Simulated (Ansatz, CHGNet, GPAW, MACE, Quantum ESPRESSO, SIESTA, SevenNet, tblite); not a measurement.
# SIESTA runs on random packing of B (63 atoms), part 2 of 2

Wanted: SIESTA inputs and outputs for random packing of B (63 atoms), checked against a plane-wave reference.

Program: SIESTA 5.4.2; the method stands at each step. Banners, paths, timers and routine set-up lines are dropped from the logs unmarked, and long logs keep their key lines alone; longer cuts are marked. The potentials were converted by us to PSML.

So far. Step 3 (PBE, SZP, shift 0.01 Ry, mesh 300 Ry): Against the first run (14 %), the force difference from the reference is 50 %, at 0.74 times the CPU time (on 1 against 2 cores), with 567 basis functions against 819: the smaller basis costs accuracy. Step 4 (PBE, DZP, shift 0.002 Ry, mesh 300 Ry): Against the first run (14 %), the force difference from the reference is 15 %, at 3.2 times the CPU time.

**5. PBE, SZ, shift 0.01 Ry, mesh 300 Ry**

Method: Kohn-Sham DFT, PBE, PseudoDojo 0.4.1 norm-conserving pseudopotentials (converted to PSML), numerical atomic orbitals (SZ), diagonalisation.

input.fdf

```
SystemLabel cell
NumberOfAtoms 63
NumberOfSpecies 1
%block ChemicalSpeciesLabel
  1 5 B
%endblock ChemicalSpeciesLabel
LatticeConstant 1.0 Ang
%block LatticeVectors
  8.15130 0.00000 0.00000
  0.00000 8.15130 0.00000
  0.00000 0.00000 8.15130
%endblock LatticeVectors
PAO.BasisSize SZ
PAO.EnergyShift 0.01 Ry
XC.Functional GGA
XC.Authors PBE
MeshCutoff 300 Ry
%block kgrid_Monkhorst_Pack
  1 0 0 0.0
  0 1 0 0.0
  0 0 1 0.0
%endblock kgrid_Monkhorst_Pack
SolutionMethod diagon
OccupationFunction FD
ElectronicTemperature 580 K
SCF.Mixer.Method Pulay
SCF.Mixer.Weight 0.05
SCF.Mixer.History 8
SCF.Mix Hamiltonian
MaxSCFIterations 300
SCF.DM.Tolerance 1e-04
SCF.H.Tolerance 1.0e-3 eV
WriteForces T
Write.HirshfeldPop T
Write.VoronoiPop T
Write.DM F
Write.H F
XML.Write F
AtomicCoordinatesFormat Fractional
%block AtomicCoordinatesAndAtomicSpecies
[... 63 atom lines left out: the same atoms as in the first run ...]
%endblock AtomicCoordinatesAndAtomicSpecies
```

The run is started by

```
$ OMP_NUM_THREADS=1 siesta < input.fdf > output.txt
```

The program printed:

```text
Version         : 5.4.2
reinit: System Name:
reinit: System Label: cell
initatom: Reading input for the pseudopotentials and atomic orbitals ----------
Species number:   1 Atomic number:    5 Label: B
Ground state valence configuration (from tables):   2s02  2p01  3d00  4f00
---- Processing specs for species: B
GGA--PBE XC_GGA_X_PBE--XC_GGA_C_PBE pb
B pseudopotential only contains V_ls up to l=1 -- lmxkb reset.
Using PAO.SplitTailNorm
%block ChemicalSpeciesLabel
    1    5 B                       # Species index, atomic number, species label
%endblock ChemicalSpeciesLabel
%block PAO.Basis                 # Define Basis set
B                     2                    # Species label, number of l-shells
 n=2   0   1                         # n, l, Nzeta
   5.254
   1.000
[... lines left out ...]
Total number of electrons:   189.000000
[... lines left out ...]
stepf: Fermi-Dirac step function
        iscf     Eharris(eV)        E_KS(eV)     FreeEng(eV)     dDmax    Ef(eV) dHmax(eV)
[... lines left out ...]
SCF Convergence by DM+H criterion
[... lines left out ...]
SCF cycle converged after 20 iterations
[... lines left out ...]
   Max    7.443507
[... lines left out ...]
   Max    7.443507    constrained
Stress tensor Voigt[x,y,z,yz,xz,xy] (kbar):      -26.41       30.18       65.33      -13.87      -35.32      -33.39
[... lines left out ...]
Target enthalpy (eV/cell)    -4908.1488
siesta: Program's energy decomposition (eV):
siesta: Ebs     =     -2183.416099
siesta: Eions   =      9836.359946
siesta: Ena     =      3609.219582
siesta: Ekin    =      2929.533666
siesta: Enl     =       270.297064
siesta: DEna    =        80.982946
siesta: DUscf   =         6.180316
siesta: Ex      =     -1722.820085
siesta: Ec      =      -244.925721
siesta: Exc     =     -1967.745806
siesta: Eharris =     -4907.892175
siesta: Etot    =     -4907.892179
siesta: FreeEng =     -4908.148805
siesta: Final energy (eV):
siesta:  Band Struct. =   -2183.416099
siesta:       Kinetic =    2929.533666
siesta:       Hartree =     327.048156
siesta:         Exch. =   -1722.820085
siesta:         Corr. =    -244.925721
siesta:   Exch.-corr. =   -1967.745806
siesta:  Ion-electron =   -3450.359777
siesta:       Ion-ion =   -2746.368418
siesta:         Total =   -4907.892179
siesta:         Fermi =      -5.135699
siesta: Stress tensor (static) (eV/Ang**3):
siesta:    -0.016486   -0.020841   -0.022043
siesta:    -0.020841    0.018837   -0.008655
siesta:    -0.022043   -0.008655    0.040773
siesta: Cell volume =        541.602464 Ang**3
siesta: Pressure (static):
siesta:                Solid            Molecule  Units
siesta:          -0.00015656         -0.00005080  Ry/Bohr**3
siesta:          -0.01437469         -0.00466446  eV/Ang**3
siesta:         -23.03079019         -7.47328299  kBar
    Orbital volume contribution        =          19.835521 eV
    (Free)E + p_basis*V_orbitals       =       -4888.313284 eV
    (Free)Eharris+ p_basis*V_orbitals  =       -4888.313279 eV
Hirshfeld Atomic Populations:
Atom #   charge [q] valence [e]  Species
     1     0.019860    2.980140  B
     2    -0.023708    3.023708  B
     3     0.057160    2.942840  B
[...]
--------------------
 Total     0.000001
Voronoi Atomic Populations:
Atom #   charge [q] valence [e]  Species
[...]
62     0.018281    2.981719  B
    63    -0.055603    3.055603  B
--------------------
 Total     0.000001
```

It took 71 s on 1 thread of Arm Neoverse V2, shared host; peak memory 0.48 GiB.

Against the reference:

- r.m.s. force component: 1.996 eV/Å
- r.m.s. difference of force components: 1099 meV/Å
- longest difference of force vectors: 3846 meV/Å
- force difference over r.m.s. force: 85.85 %
- slope of forces against the reference's: 1.348
- correlation of force components: 0.8642
- pressure: -2.303 GPa
- pressure difference: 18.33 GPa

This is a coarse setting, run to see what it loses.

Against the first run (14 %), the force difference from the reference is 86 %, at 0.18 times the CPU time (on 1 against 2 cores), with 252 basis functions against 819: the smaller basis costs accuracy.

**6. PBE, DZP, shift 0.01 Ry, mesh 100 Ry**

Method: Kohn-Sham DFT, PBE, PseudoDojo 0.4.1 norm-conserving pseudopotentials (converted to PSML), numerical atomic orbitals (DZP), diagonalisation.

Changes to input.fdf since step 5:

```diff
@@ -12,3 +12,3 @@
 %endblock LatticeVectors
-PAO.BasisSize SZ
+PAO.BasisSize DZP
 PAO.EnergyShift 0.01 Ry
@@ -16,3 +16,3 @@
 XC.Authors PBE
-MeshCutoff 300 Ry
+MeshCutoff 100 Ry
 %block kgrid_Monkhorst_Pack
```

The program printed:

```text
Version         : 5.4.2
reinit: System Name:
reinit: System Label: cell
initatom: Reading input for the pseudopotentials and atomic orbitals ----------
Species number:   1 Atomic number:    5 Label: B
Ground state valence configuration (from tables):   2s02  2p01  3d00  4f00
---- Processing specs for species: B
GGA--PBE XC_GGA_X_PBE--XC_GGA_C_PBE pb
B pseudopotential only contains V_ls up to l=1 -- lmxkb reset.
Using PAO.SplitTailNorm
%block ChemicalSpeciesLabel
    1    5 B                       # Species index, atomic number, species label
%endblock ChemicalSpeciesLabel
%block PAO.Basis                 # Define Basis set
B                     2                    # Species label, number of l-shells
 n=2   0   2                         # n, l, Nzeta
   5.254      3.670
[... lines left out ...]
Total number of electrons:   189.000000
[... lines left out ...]
stepf: Fermi-Dirac step function
        iscf     Eharris(eV)        E_KS(eV)     FreeEng(eV)     dDmax    Ef(eV) dHmax(eV)
[... lines left out ...]
SCF Convergence by DM+H criterion
[... lines left out ...]
SCF cycle converged after 20 iterations
[... lines left out ...]
   Max    5.981897
[... lines left out ...]
   Max    5.981897    constrained
Stress tensor Voigt[x,y,z,yz,xz,xy] (kbar):      141.74      186.99      232.48      -20.72      -24.30      -27.70
[... lines left out ...]
Target enthalpy (eV/cell)    -4954.2592
siesta: Program's energy decomposition (eV):
siesta: Ebs     =     -2168.947155
siesta: Eions   =      9836.359946
siesta: Ena     =      3609.219582
siesta: Ekin    =      3080.544770
siesta: Enl     =       183.469554
siesta: DEna    =        -8.957179
siesta: DUscf   =         7.692622
siesta: Ex      =     -1748.003674
siesta: Ec      =      -241.565082
siesta: Exc     =     -1989.568757
siesta: Eharris =     -4953.959358
siesta: Etot    =     -4953.959354
siesta: FreeEng =     -4954.259166
siesta: Final energy (eV):
siesta:  Band Struct. =   -2168.947155
siesta:       Kinetic =    3080.544770
siesta:       Hartree =     393.192768
siesta:         Exch. =   -1748.003674
siesta:         Corr. =    -241.565082
siesta:   Exch.-corr. =   -1989.568757
siesta:  Ion-electron =   -3691.758691
siesta:       Ion-ion =   -2746.369444
siesta:         Total =   -4953.959354
siesta:         Fermi =      -5.112842
siesta: Stress tensor (static) (eV/Ang**3):
siesta:     0.088466   -0.017285   -0.015164
siesta:    -0.017286    0.116708   -0.012935
siesta:    -0.015164   -0.012935    0.145105
siesta: Cell volume =        541.602464 Ang**3
siesta: Pressure (static):
siesta:                Solid            Molecule  Units
siesta:          -0.00127167         -0.00119624  Ry/Bohr**3
siesta:          -0.11675968         -0.10983411  eV/Ang**3
siesta:        -187.06962524       -175.97364766  kBar
    Orbital volume contribution        =          39.380616 eV
    (Free)E + p_basis*V_orbitals       =       -4914.878551 eV
    (Free)Eharris+ p_basis*V_orbitals  =       -4914.878555 eV
Hirshfeld Atomic Populations:
Atom #   charge [q] valence [e]  Species
     1     0.025722    2.974278  B
     2    -0.021050    3.021050  B
     3     0.054448    2.945552  B
[...]
--------------------
 Total     0.000008
Voronoi Atomic Populations:
Atom #   charge [q] valence [e]  Species
[...]
62     0.032444    2.967556  B
    63    -0.068613    3.068613  B
--------------------
 Total     0.000012
```

The job ended after 82 s (1 thread; peak memory 0.43 GiB).

Compared with the plane-wave run:

```yaml
r_m_s_force_component: 1.388 eV/Å
r_m_s_difference_of_force_components: 182.9 meV/Å
longest_difference_of_force_vectors: 701.6 meV/Å
force_difference_over_r_m_s_force: 14.29 %
slope_of_forces_against_the_reference_s: 1.078
correlation_of_force_components: 0.9939
pressure: -18.71 GPa
pressure_difference: 1.93 GPa
energy_less_the_same_level_run_s: 0.4709 meV/atom
r_m_s_force_difference_from_the_same_level_run: 2.392 meV/Å
```

This is a coarse setting, run to see what it loses.

Against the first run (14 %), the force difference from the reference is 14 %, at 0.21 times the CPU time (on 1 against 2 cores): the change moves forces by 2.4 meV/Å r.m.s., so most of the difference comes from elsewhere.

**7. The ladder**

Differences are against the plane-wave reference, forces as r.m.s. over components; share is that over the reference's r.m.s. force, slope the least-squares factor from reference forces to these. Total energies of different programs have different zeros and aren't compared.

```
                                                 run  Δ force, r.m.s. (meV/Å)  share (%)  slope  Δ pressure (GPa)  cores  CPU time  memory (GiB)
                                           reference                        -          -      -                 -      4     8.7 s           0.6
         SIESTA PBE, DZP, shift 0.01 Ry, mesh 300 Ry                      183       14.3  1.078              1.95      2   6.6 min           1.2
SIESTA PBE, SZP, shift 0.01 Ry, mesh 300 Ry (coarse)                      642       50.2  1.207              12.2      1   4.9 min          0.88
        SIESTA PBE, DZP, shift 0.002 Ry, mesh 300 Ry                      198       15.5  1.069              2.45      2    21 min           1.8
 SIESTA PBE, SZ, shift 0.01 Ry, mesh 300 Ry (coarse)                     1099       85.9  1.348              18.3      1      71 s          0.48
SIESTA PBE, DZP, shift 0.01 Ry, mesh 100 Ry (coarse)                      183       14.3  1.078              1.93      1      82 s          0.43
```

Rows marked coarse were listed beforehand as settings not expected to be converged; some can still land near the reference.

CPU time is summed over cores on a shared host, where runs went side by side, so it is rough. Symmetry, cutoffs, thresholds, outputs and thread counts weren't matched or tuned between programs; memory under MPI is the largest rank's times the ranks.

Within one program, basis, potentials and functional, energies share a zero. Each run against its twin at the usual cutoff or grid and solver:

```
                                        run                             twin  Δ energy (meV/atom)  Δ force, r.m.s. (meV/Å)         CPU time over the twin's
SIESTA PBE, DZP, shift 0.01 Ry, mesh 100 Ry  DZP, shift 0.01 Ry, mesh 300 Ry                0.471                     2.39  0.21 (this twin ran on 2 cores)
```

**8. Outcome**

```
nearest in forces : a tie at 14 % of 2 runs: SIESTA PBE, DZP, shift 0.01 Ry, mesh 300 Ry; SIESTA PBE, DZP, shift 0.01 Ry, mesh 100 Ry (coarse)
```

The PBE runs in local orbitals, coarse settings apart, differ by 14 % (SIESTA PBE, DZP, shift 0.01 Ry, mesh 300 Ry) to 15 % (SIESTA PBE, DZP, shift 0.002 Ry, mesh 300 Ry); basis, grid and potentials can all enter. Runs with settings chosen to be coarse differ by 14 % (SIESTA PBE, DZP, shift 0.01 Ry, mesh 100 Ry) to 86 % (SIESTA PBE, SZ, shift 0.01 Ry, mesh 300 Ry), their programs' other errors included. None of the electronic-structure runs in the table takes under half the reference's CPU time of 8.7 s; they take 8.2 to 144 times as much. In pressure, SIESTA PBE, SZ, shift 0.01 Ry, mesh 300 Ry misses by +18.3 GPa, at the same functional. The electron count is odd in these runs, and they have no spin polarisation, so the unpaired electron is spread evenly over both spins. The reference's stress is far from hydrostatic: its diagonal is -16.7, -20.5, -24.7 GPa, compression counted positive. The reference's pressure of -21 GPa says that the cell would shrink at this level of theory. The electron count is odd and the run has no spin polarisation, so levels at the top are partly filled by construction. The electronic-structure runs sample only Γ, in a cell whose shortest periodic width is 8 Å, which is coarse for a cell with partly filled levels.

[Also dropped from logs without a mark: logging warnings of Python, and SIESTA's first energy breakdown and zero terms.]

[Logs are printed without paths, hosts, clocks, repeated set-up lines and the standing remarks that a program may print on its own settings, such as how far it seeks lower states.]

[Hosts, paths, dates, database ids (printed as entryN), source tags and the programs' standing remarks are cut or masked in the printed files.]
